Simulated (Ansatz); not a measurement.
# V_O in MgO (Fm-3m) against the share of exact exchange

Question: how much does the share of exact exchange change the (+1/0) level of V_O in MgO (Fm-3m), and what does each choice cost? Model: a cell of 72 host atoms with 1 O taken out.

Calculated with Ansatz 0.2.0; plane-wave PAW DFT; relaxations with PBEsol, then single points with PBE0 form with several shares of exact exchange, on supercells at fixed charge in a uniform background.

## Step 1: The starting structure

The cell holds 71 atoms: 36 Mg and 35 O. Cell: a = 8.941 Å, b = 8.941 Å, c = 11.921 Å, α = 60.0°, β = 60.0°, γ = 60.0°. It derives from MgO (space group Fm-3m). Nearest the centre at fractional (0.500, 0.500, 0.625): Mg60 at 2.11 Å, Mg44 at 2.11 Å, Mg46 at 2.11 Å, Mg62 at 2.11 Å, Mg38 at 2.11 Å, Mg68 at 2.11 Å, O30 at 2.98 Å, O14 at 2.98 Å. The cell carries charge +1.

Structure file:

```xyz
71
Lattice="0.0000 6.3223 6.3223 6.3223 0.0000 6.3223 8.4297 8.4297 0.0000" Properties=species:S:1:pos:R:3 pbc="T T T"
Mg    0.0000    0.0000    0.0000
O     2.1075    2.1075    2.1075
Mg    2.1074    2.1074    0.0000
O     4.2149    4.2149    2.1075
Mg    4.2149    4.2149    0.0000
O     6.3223    6.3223    2.1075
Mg    6.3223    6.3223    0.0000
O     8.4298    8.4298    2.1075
Mg    2.1074    0.0000    2.1074
O     4.2149    2.1075    4.2149
Mg    4.2148    2.1074    2.1074
O     6.3223    4.2149    4.2149
Mg    6.3223    4.2149    2.1074
O     8.4297    6.3223    4.2149
Mg    8.4297    6.3223    2.1074
O    10.5372    8.4298    4.2149
Mg    4.2149    0.0000    4.2149
O     6.3223    2.1075    6.3223
Mg    6.3223    2.1074    4.2149
O     8.4297    4.2149    6.3223
Mg    8.4298    4.2149    4.2149
O    10.5371    6.3223    6.3223
Mg   10.5372    6.3223    4.2149
O    12.6446    8.4298    6.3223
Mg    0.0000    2.1074    2.1074
O     2.1075    4.2149    4.2149
Mg    2.1074    4.2148    2.1074
O     4.2149    6.3223    4.2149
Mg    4.2149    6.3223    2.1074
O     6.3223    8.4297    4.2149
Mg    6.3223    8.4297    2.1074
O     8.4298   10.5372    4.2149
Mg    2.1074    2.1074    4.2148
O     4.2149    4.2149    6.3223
Mg    4.2148    4.2148    4.2148
O     6.3223    6.3223    6.3223
Mg    6.3223    6.3223    4.2148
Mg    8.4297    8.4297    4.2148
O    10.5372   10.5372    6.3223
Mg    4.2149    2.1074    6.3223
O     6.3223    4.2149    8.4297
Mg    6.3223    4.2148    6.3223
O     8.4297    6.3223    8.4297
Mg    8.4298    6.3223    6.3223
O    10.5371    8.4297    8.4297
Mg   10.5372    8.4297    6.3223
O    12.6446   10.5372    8.4297
Mg    0.0000    4.2149    4.2149
O     2.1075    6.3223    6.3223
Mg    2.1074    6.3223    4.2149
O     4.2149    8.4297    6.3223
Mg    4.2149    8.4298    4.2149
O     6.3223   10.5371    6.3223
Mg    6.3223   10.5372    4.2149
O     8.4298   12.6446    6.3223
Mg    2.1074    4.2149    6.3223
O     4.2149    6.3223    8.4297
Mg    4.2148    6.3223    6.3223
O     6.3223    8.4297    8.4297
Mg    6.3223    8.4298    6.3223
O     8.4297   10.5371    8.4297
Mg    8.4297   10.5372    6.3223
O    10.5372   12.6446    8.4297
Mg    4.2149    4.2149    8.4298
O     6.3223    6.3223   10.5371
Mg    6.3223    6.3223    8.4298
O     8.4297    8.4297   10.5371
Mg    8.4298    8.4298    8.4298
O    10.5371   10.5371   10.5371
Mg   10.5372   10.5372    8.4298
O    12.6446   12.6446   10.5371
```

The host's dielectric constants go in as inputs: 3.24 for the electrons alone, 10.37 with the ions, computed on the host (DFPT, PBEsol).

The cell's shortest repeat is 8.9 Å.

## Step 2: Relaxing both charge states, PBEsol

The study needs fixed structures, so each charge is relaxed once, at one point at (¼, ¼, ¼), from small random displacements that break the symmetry of the site.

Contents of qp1_M1.relax/input.yaml:

```yaml
crystal:
  lattice:
    - [0.0, 2.10743285, 2.10743285]
    - [2.10743285, 0.0, 2.10743285]
    - [2.10743285, 2.10743285, 0.0]
  atoms:
    - { symbol: Mg, position: [0.0, 0.0, 0.0] }
    - { symbol: O, position: [0.5, 0.5, 0.5] }
  supercell: [3, 3, 4]
  defects: [{ vacancy: 37 }]
total_charge: 1
basis:
  ecutwfc: 420
  xc_grid: 2
hamiltonian:
  xc: pbesol
  pseudopotentials: { kind: paw, azcp: { folder: soft_1 }, xc_functional: pbe }
kpoints:
  mp_grid: { grid: [1, 1, 1], shift: [0.25, 0.25, 0.25] }
magnetization:
  spin_polarized: true
  initial_magnetization: 1
  spin_locking: { lock_magnetization: hard }
scf:
  occupations: { method: fixed }
  max_iter: 100
output:
  forces: true
  charged_corrections:
    epsilon: 3.24
    static_epsilon: 10.37
    defect_position: [0.5, 0.5, 0.625]
relax:
  f_tol: 0.015
  max_steps: 60
  random_displacement: { amplitude: 0.04, seed: 5390 }
checkpoint:
  write: "../qp1_M1.relax.run"
  compress: false
  write_wavefunctions: true
  write_every: 100000
```

Command:

```sh
> ansatz run input.yaml --threads 32 --pin off --max-ram 84787MiB --backend cuda --events-out ev --progress --plain --runs-dir out --max-vram 78GiB
```

Numbers of over 12 decimals in the logs are rounded to 6 here.

The log of the run:

```text
[... repeated set-up lines and file paths are left out, and long positions are rounded to six places ...]
Engine: ansatz 0.2.0, aarch64-unknown-linux-gnu
Pseudopotentials: kind: paw
Pseudopotential: Mg, paw, valence charge 10, recommended cutoff 420 eV (normal), soft_1/Mg.paw.azcp
Pseudopotential: O, paw, valence charge 6, recommended cutoff 420 eV (normal), soft_1/O.paw.azcp
Functional definition: PBEsol
  exchange = pbesol_x
  correlation = pbesol_c
[...]
Crystal: 71 atoms, lattice volume = 673.897 Å³
Basis set: ecut = 420 eV, 13123 PW (Γ), exchange–correlation on 120×120×160 points (8 copies of the dense FFT grid, shifted against one another)
Bands: 356, of which v1, the nominal top of the filled ones, is band 285 counted from 1 (284 counted from 0)
Symmetry: 1 space group operations
k-points: 1
Non-local potential: Mg, projectors of the file, l = 0: 3, l = 1: 2, l = 2: 1
Non-local potential: O, projectors of the file, l = 0: 2, l = 1: 2, l = 2: 1
PAW form: soft (Blöchl's): semilocal exchange-correlation on the pseudo side does not see the compensation charge
PAW frozen core: Mg, regenerated for the run's functional, and the local potential with it (the file was generated under x = pbe(κ = 0.804, μ = 0.219515), c = pbe(β = 0.066725))
PAW frozen core: O, regenerated for the run's functional, and the local potential with it (the file was generated under x = pbe(κ = 0.804, μ = 0.219515), c = pbe(β = 0.066725))
PAW one-centre angular grid: Mg, 110 points (default); XC on 64 Gauss nodes
PAW one-centre angular grid: O, 110 points (default); XC on 64 Gauss nodes
Initial density: superposition of atomic densities (chi_scale 0.1, normalization cell, long waves kept (reshape's long-wave potential 0.39 eV rms))
Starting moments: Σ|m| = 1 μB on 71 of 71 sites
Initial wavefunctions: pseudopotential atomic-orbital guess
[...]
Functional: x = pbesol(κ = 0.804, μ = 0.123457), c = pbesol(β = 0.046)
SCF iter   1: F=—  HF=-88576.093075 eV  |Δ(HF+E_count)|=         —  Δρ=3.88e-2 (↑3.60e-2 ↓3.88e-2)  dr2=1.93e1  dr2_m=7.21e-2  M=1.000 μB ∫|m|=1.046 μB  Hψ=2334
preconditioner: auto → Resta (q_TF=auto, 2.652 Å⁻¹)  ε∞=3.4  [insulator: Δε(μ)=0.862 eV  Ē_g=15.440 eV  n_scr=214 (ndim 8)  ℏωp=24.0 eV  f_vac=0.000  ε∞_Penn≈3.4]
spin=Collinear: Resta preconditioning applied to the charge; magnetization (m = ρ↑ − ρ↓) channel mixes plain (no charge-response kernel on spin).
SCF iter   2: F=—  HF=-88574.506528 eV  |Δ(HF+E_count)|=    1.59e0  Δρ=2.65e-2 (↑2.46e-2 ↓2.65e-2)  dr2=9.80e0  dr2_m=4.09e-2  M=1.000 μB ∫|m|=1.048 μB  Hψ=767
[...]
SCF iter   8: F=-88575.087999 eV  HF=-88575.087998 eV  |Δ(HF+E_count)|=   1.04e-5  Δρ=1.06e-5 (↑1.01e-5 ↓1.06e-5)  dr2=1.62e-6  dr2_m=9.01e-9  M=1.000 μB ∫|m|=1.051 μB  Hψ=1858
SCF 1 converged in 8 iterations: F = -88575.087999 eV  dr2 = 1.62e-6
[...]
relax step   1: F+E_penalty+E_count = -88575.08799919 eV  Δ(F+E_penalty+E_count) = +0.000e0 eV  max|allowed force component| = 2.224e0 eV/Å  Δτ_max = 0.0000 Å  (8 SCF iters, dr2 threshold 5.63e-6 eV, accepted)
[...]
relax step   2: F+E_penalty+E_count = -88576.20885571 eV  Δ(F+E_penalty+E_count) = -1.121e0 eV  max|allowed force component| = 6.495e-1 eV/Å  Δτ_max = 0.1327 Å  (6 SCF iters, dr2 threshold 1.00e-4 eV, accepted)
[...]
relax step   4: F+E_penalty+E_count = -88576.52135502 eV  Δ(F+E_penalty+E_count) = -5.707e-6 eV  max|allowed force component| = 3.076e-2 eV/Å  Δτ_max = 0.0000 Å  (4 SCF iters, accepted)
[...]
relax step   5: F+E_penalty+E_count = -88576.52212444 eV  Δ(F+E_penalty+E_count) = -7.694e-4 eV  max|allowed force component| = 3.997e-3 eV/Å  Δτ_max = 0.0035 Å  (5 SCF iters, accepted)
[...]
NSCF: frozen V_eff on 1 k-points
[...]
SCF converged after 5 iterations
Magnetization: 1.0000 μB (285.0000 up, 284.0000 down)
Absolute magnetization: 1.0386 μB (∫|ρ↑−ρ↓|, with the PAW one-centre terms)
Spin contamination: 0.0023 ħ² per cell (⟨S²⟩ above its minimum at these occupations)
Per-site moments (μB) at R_I (Å): [(4.94180280651174e-5, 0.865073), (0.000379824, 0.866156), (4.941550212203808e-5, 0.865098), [... 6 left out ...]
Free energy (F): -88576.522124 eV
Harris-Foulkes:  -88576.522124 eV  (|F-HF|=3.78e-8)
Internal energy: -88576.522124 eV  (E = F + TS)
E sigma→0 (E₀):  -88576.522124 eV
Fermi energy:    9.677674 (↑ 9.677674, ↓ 7.741206) eV
--- Per-component energies (eV) ---
  E_band       = -10634.922627
  E_kinetic    = 8555.482600
  E_local      = -61509.509080  (includes V_loc(G=0)·N_el)
  E_nonlocal   = 8861.250839
  E_hartree    = 20479.821086
  E_xc         = -3495.702956
  E_vxc        = -4502.852915  (∫ρ·V_xc dr)
  E_paw        = -15909.534590  (= ΣΔE_a)
  E_vpaw       = -2998.975966  (= ΣTr[D̂ρ^β])
  E_aug_tail   = 0.025385  (compensation charges beyond the density's cutoff)
  E_ewald      = -45561.709530
  E_core_change = 3.354121  (= ΣΔE_core)
  E_smearing   = -0.000000  (= −TS)
  E_closure    = -0.000000  (closes the sum)
  E_deformation_potential = 18.095669  (in the stress; not in F)
  Σ components = -88576.522124   (vs F -88576.522124, Δ=0.00e0)
--- Forces (eV/Å), atoms counted from 1 ---
  atom   1  Mg     0.00097007     0.00064223    -0.00042553
  atom   2  O     -0.00010786     0.00008165    -0.00025702
  [... 4 atoms left out ...]
  [... 65 more lines of this table ...]
  max |Σ_I F_I| component: 1.44e-4 eV/Å
--- Charged-cell corrections in eV (Makov–Payne, q = +1.000 e, ε = 10.370) ---
  F (periodic)     = -88576.522124  (uncorrected; the corrections below are reported, never added to it)
  E_corr1          = +0.225087  (monopole, q²α_M/2εL)
  F Makov-Payne    = -88576.297037  (F + E_corr1; no measured alignment; for a localised charge, not one spread in a band: unchecked)
  no potential alignment in this run, which stands beside a crystal: run the host's input off ansatz write-host-input, and read the two finished runs by ansatz place-levels (neither reads a slab, a wire or a sheet, whose cell leaves a vacuum)
--- Band table (eV) ---
  k-point 0 ↑: bands = ["-64.2453", "-64.2452", "-64.2338", "-64.2333", "-64.2329", "-64.2323", "-64.0505", "-64.0491", "-64.0488", [... rest cut ...]
  k-point 0 ↓: bands = ["-64.2368", "-64.2367", "-64.2251", "-64.2246", "-64.2242", "-64.2236", "-64.0500", "-64.0486", "-64.0483", [... rest cut ...]
--- Relaxed structure (5 steps of the walk, 5 accepted, 0 SCFs on fresh bases) ---
  F+E_penalty+E_count = -88576.52212444 eV   max|allowed force component| = 3.997e-3 eV/Å
  atoms:
    - { symbol: Mg, position: [-0.000185, -0.001428, 0.001141] }
    - { symbol: O, position: [0.167623, 0.166391, 0.123792] }
    [... 4 atoms left out ...]
  [... 65 more lines of this table ...]
```

Run time: 4.7 s. Hardware: 1 × NVIDIA GB200 with 32 threads of Arm Neoverse V2, shared host; peak memory 1.5 GiB.

Step by step:

```csv
step,energy less that of the first step (eV),largest force component (eV/Å)
1,0.0000,2.2236
2,-1.1209,0.6495
3,-1.4334,0.0308
4,-1.4334,0.0308
5,-1.4341,0.0040
```

The atoms that moved most (Å, from the sites as typed, ahead of the random displacement, the mean shift of all atoms taken out):

```csv
atom,dx,dy,dz,length
Mg60,-0.104,-0.002,0.003,0.104
Mg46,0.104,0.002,-0.003,0.104
Mg44,-0.002,-0.104,0.003,0.104
Mg62,0.002,0.104,-0.003,0.104
Mg38,0.002,0.002,-0.102,0.102
Mg68,-0.002,-0.002,0.102,0.102
O39,-0.021,-0.021,0.000,0.030
O36,0.021,0.021,0.000,0.030
```

Neighbours of the ideal centre at the end:

```csv
atom,distance (Å)
Mg46,2.205
Mg68,2.206
Mg44,2.210
Mg38,2.213
Mg62,2.213
Mg60,2.218
O39,2.947
O43,2.947
O16,2.949
O45,2.950
O22,2.950
O59,2.953
O36,2.954
O32,2.954
O61,2.955
O14,2.958
```

```csv
charge,moment (μB),steps,largest displacement (Å),time
0,0,5,0.02,3.8 s
+1,1,5,0.10,4.7 s
```

The relaxation ends 20 meV an atom lower than the displaced start, with a largest force component of 0.0040 eV/Å.

## Step 3: First setting: 0.1

Exact exchange opens the gap of the host. A level of a localised state need not follow either band edge, so its distance to each edge changes. The single points sample the zone centre alone.

Contents of qp1_M1.a10/input.yaml:

```yaml
crystal:
  checkpoint: "../qp1_M1.relax.run"
  host: checkpoint
total_charge: 1
basis:
  ecutwfc: 420
  xc_grid: 2
hamiltonian:
  xc: { preset: pbe0, exx: 0.1 }
  pseudopotentials: { kind: paw, azcp: { folder: soft_1 } }
kpoints:
  mp_grid: { grid: [1, 1, 1] }
magnetization:
  spin_polarized: true
  initial_magnetization: 1
  spin_locking: { lock_magnetization: hard }
scf:
  occupations: { method: fixed }
  max_iter: 100
output:
  forces: true
  charged_corrections:
    epsilon: 3.24
    static_epsilon: 10.37
    defect_position: [0.5, 0.5, 0.625]
  eigenvalues: true
  eigenstates: { localisation: true }
  efg: {}
checkpoint:
  read: "../qp1_M1.relax.run"
  write: "../qp1_M1.a10.run"
  compress: false
  write_wavefunctions: false
  write_every: 100000
```

The log of the run:

```text
[...]
Warning: at least one further symmetry operation maps every atom of the structure, as the run holds it, onto an atom to within 2.40e-5 (fractional), and is not used: no operation is sought that the atoms, as the run holds them, miss by more than 2.00e-5, [...]
Warning: checkpoint.read: hamiltonian.xc differs: saved pbesol, current {"exchange":"pbe","correlation":"pbe","exx":{"coeff":0.1,"omega":null}}; the SCF iterates under this deck's functional from the saved state
crystal.checkpoint: the structure is that of <dir>, a `relax` run, at its step 5: its result, under pbesol at a charge of 1 e; 71 atoms read, 0 with a starting moment; [...]
[...]
davidson cushion auto → on  (no smearing: the cushion is to keep the highest requested band from converging to the state above it; pin scf.eigensolver.cushion to override)
[...]
Crystal: 71 atoms, lattice volume = 673.897 Å³
Basis set: ecut = 420 eV, 13123 PW (Γ), exchange–correlation on 120×120×160 points (8 copies of the dense FFT grid, shifted against one another)
Bands: 356, of which v1, the nominal top of the filled ones, is band 285 counted from 1 (284 counted from 0)
Symmetry: 1 space group operations
[...]
k-points: 1
[...]
Starting moments: Σ|m| = 1 μB on 71 of 71 sites; this step starts from the density that it was given
[...]
iter 1 solved again at ethr=2.43e-4 eV; its pass at ethr=1.00e-1 eV (dr2=1.39e0 eV) is discarded
[...]
SCF iter   2: F=—  HF=-89226.491607 eV  |Δ(HF+E_count)|=   3.80e-1  Δρ=1.45e-3 (↑1.40e-3 ↓1.45e-3)  dr2=4.04e-2  dr2_m=2.79e-4  M=1.000 μB ∫|m|=1.053 μB  Hψ=3491
[...]
hybrid outer 1: dexx = +1.104e-2 eV, tail = 2.27e-5 eV
[...]
SCF iter   6: F=-89232.807725 eV  HF=-89232.807725 eV  |Δ(HF+E_count)|=  2.47e-10  Δρ=2.36e-7 (↑2.36e-7 ↓1.40e-7)  dr2=7.42e-10  dr2_m=3.28e-11  M=1.000 μB ∫|m|=1.062 μB sched 1.00e-12)  Hψ=1607
SCF 3 converged in 6 iterations: F = -89232.807725 eV  dr2 = 7.42e-10
  Residual-converged pass: ⟨swp⟩=3.0  Hψ=1682  notcnv=0  max |occ|·‖R‖ = 2.0e-7 eV (tolerance 2.7e-7 eV)  dr2=7.90e-10  dr2_m=3.48e-11  dr2_onsite=5.78e-11  max |Δocc| = 0.0e0
hybrid outer 2: dexx = +6.449e-8 eV, tail = 2.49e-9 eV, Δε = 2.68e-4 eV (about 4.90e-6 eV left of the loop's levels), ΔF = 1.45e-4 eV/Å (tail 2.49e-5)
the search or the solves at the SCF's close seem to have found levels that the self-consistency loop had missed (the run counts 1). By its estimate they hold under 1e-12 electrons; where the run keeps them, the occupations were computed again with them
this state was not tested for a lower state beside it, because the functional holds exact exchange (a hybrid, or Hartree-Fock), whose exchange loop this test does not read (fock_operator); [...]
hybrid SCF converged: 2 outer / 12 inner (+5 warm-up), last move |dexx| = 6.45e-8 eV, tail = 2.49e-9 eV
Magnetization: 1.0000 μB (285.0000 up, 284.0000 down)
Absolute magnetization: 1.0557 μB (∫|ρ↑−ρ↓|, with the PAW one-centre terms)
[...]
Per-site moments (μB) at R_I (Å): [(8.661739324956594e-5, 0.865073), (0.000328169, 0.866156), (8.661589606500263e-5, 0.865098), [... 6 left out ...]
Free energy (F): -89232.807725 eV
Frozen-core exchange: fock
[...]
Internal energy: -89232.807725 eV  (E = F + TS)
E sigma→0 (E₀):  -89232.807725 eV
Fermi energy:    9.127900 (↑ 9.127900, ↓ 7.278216) eV
[...]
--- Forces (eV/Å), atoms counted from 1 ---
  atom   1  Mg     0.00178074     0.00146791    -0.00083514
  atom   2  O     -0.00129919    -0.00111082     0.00405140
  [... 4 atoms left out ...]
  [... 65 more lines of this table ...]
  max |Σ_I F_I| component: 1.37e-5 eV/Å
--- PAW observables at the nuclei: V_zz in 10²¹ V/m², potentials from the cell's mean, atoms counted from 1 ---
  [...]
--- Charged-cell corrections in eV (Makov–Payne, q = +1.000 e, ε = 3.240 of the electrons, 10.370 with the ions) ---
[...]
E_corr1          = +0.720418  (monopole, q²α_M/2εL)
  F Makov-Payne    = n/a  (the rows are of the electrons' constant alone; ansatz place-levels tells what screens the charge)
[...]
--- Band table (eV) ---
[...]
```

The job ended after 12 s (1 × NVIDIA GB200 with 32 threads; peak memory 1.8 GiB).

The column dr2 measures how far the density is from self-consistency, as an energy; F and HF (Harris–Foulkes) agree once it is small.

Both charges and the host at this setting go to place-levels, which corrects for the image charge and aligns the potentials.

Contents of levels.a10.yaml:

```yaml
host:
  run: host.a10.run
states: [q0.a10.run, qp1_M1.a10.run]
geometry_from:
  q0.a10.run: q0.relax.run
  qp1_M1.a10.run: qp1_M1.relax.run
```

Command:

```sh
> ansatz place-levels levels.a10.yaml -- --threads 32 --pin off --max-ram 84787MiB
```

The log of the run:

```text
(+1/0) 2.908 eV above the valence edge, 2.797 eV under the conduction edge
  edges by {"exchange":"pbe","correlation":"pbe","exx":{"coeff":0.1,"omega":null}}, gap 5.706 eV; the host is sampled to repeats of 8.94 Å
  the defect's cells are sampled to repeats of 8.94 Å, like sampling
  charge +1: -89232.6975 eV with its correction of +0.110 eV, at epsilon 10.37, aligned at sites: -0.1149 eV, mean over 39 atomic sites at or beyond 4.47 Å from the defect at [0.5000, 0.5000, 0.6250], with +0.000000 for the charge's moments and without [...]
  charge 0: +0.000 eV for its dipole among its images, +0.000 omitted
  of the host: (host) hybrid's levels can ripple along a path where its exchange mesh is coarse, and an extremum then takes the crest, of which none of its warnings tells: converge the edges in the exchange mesh (kpoints.mp_grid)
  of states[1] (qp1_M1.a10.run): how wide its charge is, is not read beside other atoms or cores, and a band state would take no correction. [...]
  of states[0] (q0.a10.run): its only k-point is the zone centre, where a defect's energies can be off by tenths of an eV or more: see "From the zone centre to a mesh" in the quickstart
```

Wall time 0.14 s (32 threads).

At this setting the gap is 5.706 eV and (+1/0) lies 2.908 eV above the valence top.

## Step 4: The other settings

Only the studied keys change. The next input; the others follow the same pattern (0.25, 0.3 and 0.4):

qp1_M1.a20/input.yaml, as its differences from qp1_M1.a10/input.yaml of step 3:

```diff
@@ -8,3 +8,3 @@
 hamiltonian:
-  xc: { preset: pbe0, exx: 0.1 }
+  xc: { preset: pbe0, exx: 0.2 }
   pseudopotentials: { kind: paw, azcp: { folder: soft_1 } }
@@ -30,3 +30,3 @@
   read: "../qp1_M1.relax.run"
-  write: "../qp1_M1.a10.run"
+  write: "../qp1_M1.a20.run"
   compress: false
```

## Step 5: Result against cost

Times of the states on 1 × NVIDIA GB200 with 32 threads of Arm Neoverse V2, shared host; the host is run again at each setting:

```csv
share of exact exchange,gap (eV),(+1/0) above the valence top (eV),under the conduction bottom (eV),"time, both charge states","time, host and placing",peak memory of a state (GiB)
0.1,5.706,2.908,2.797,17 s,8 s,1.8
0.2,6.722,3.552,3.170,18 s,9.6 s,1.9
0.25,7.236,3.876,3.359,18 s,7.3 s,2.1
0.3,7.753,4.203,3.550,16 s,6.8 s,1.8
0.4,8.797,4.860,3.937,22 s,8.6 s,2.0
```

## Step 6: Summary of results

```
(plus 1/0) level, 0.1              : 2.91 eV
(plus 1/0) level, 0.2              : 3.55 eV
(plus 1/0) level, 0.25             : 3.88 eV
(plus 1/0) level, 0.3              : 4.20 eV
(plus 1/0) level, 0.4              : 4.86 eV
slope of the gap among the hybrids : 1.03 eV per 0.1 of exact exchange
```

In words: From a share of 0.1 to 0.4 the gap opens from 5.71 to 8.80 eV and (+1/0) moves from 2.91 to 4.86 eV above the valence top. Among the hybrids, by fitted slopes, the level takes 63 % of the gap's opening, between the two edges, as a localised state does. The atoms were held at the semilocal structure, so a distortion that exact exchange would bring is missing. The program warns that hybrid band edges depend on the exchange mesh, which was not varied here; the gaps and slopes may carry that error. Only the charges 0 and +1 were run, each from one start, so (+1/0) need not be a change between stable states. Left out, since run at other k-points: 0 (PBEsol). What this leaves open: sampling at the zone centre alone can move energies of charged and open-shell states by tenths of an eV or more in cells of this size; the images are only 8.9 Å apart; the structures are those of PBEsol; force components of up to 0.20 eV/Å remain in a run at the final settings.

[Logs are printed without paths, hosts, clocks, repeated set-up lines and the standing remarks that a program may print on its own settings, such as how far it seeks lower states.]

[Hosts, paths, dates, database ids (printed as entryN), source tags and the programs' standing remarks are cut or masked in the printed files.]

[Where a table of states has a column of steps, it counts the stored structures, which are thinned; the runs took as many ionic steps or more.]

[For some hosts the program warned that the k-mesh of the response run may be too coarse for force constants and the static dielectric constant; such warnings are not shown here.]
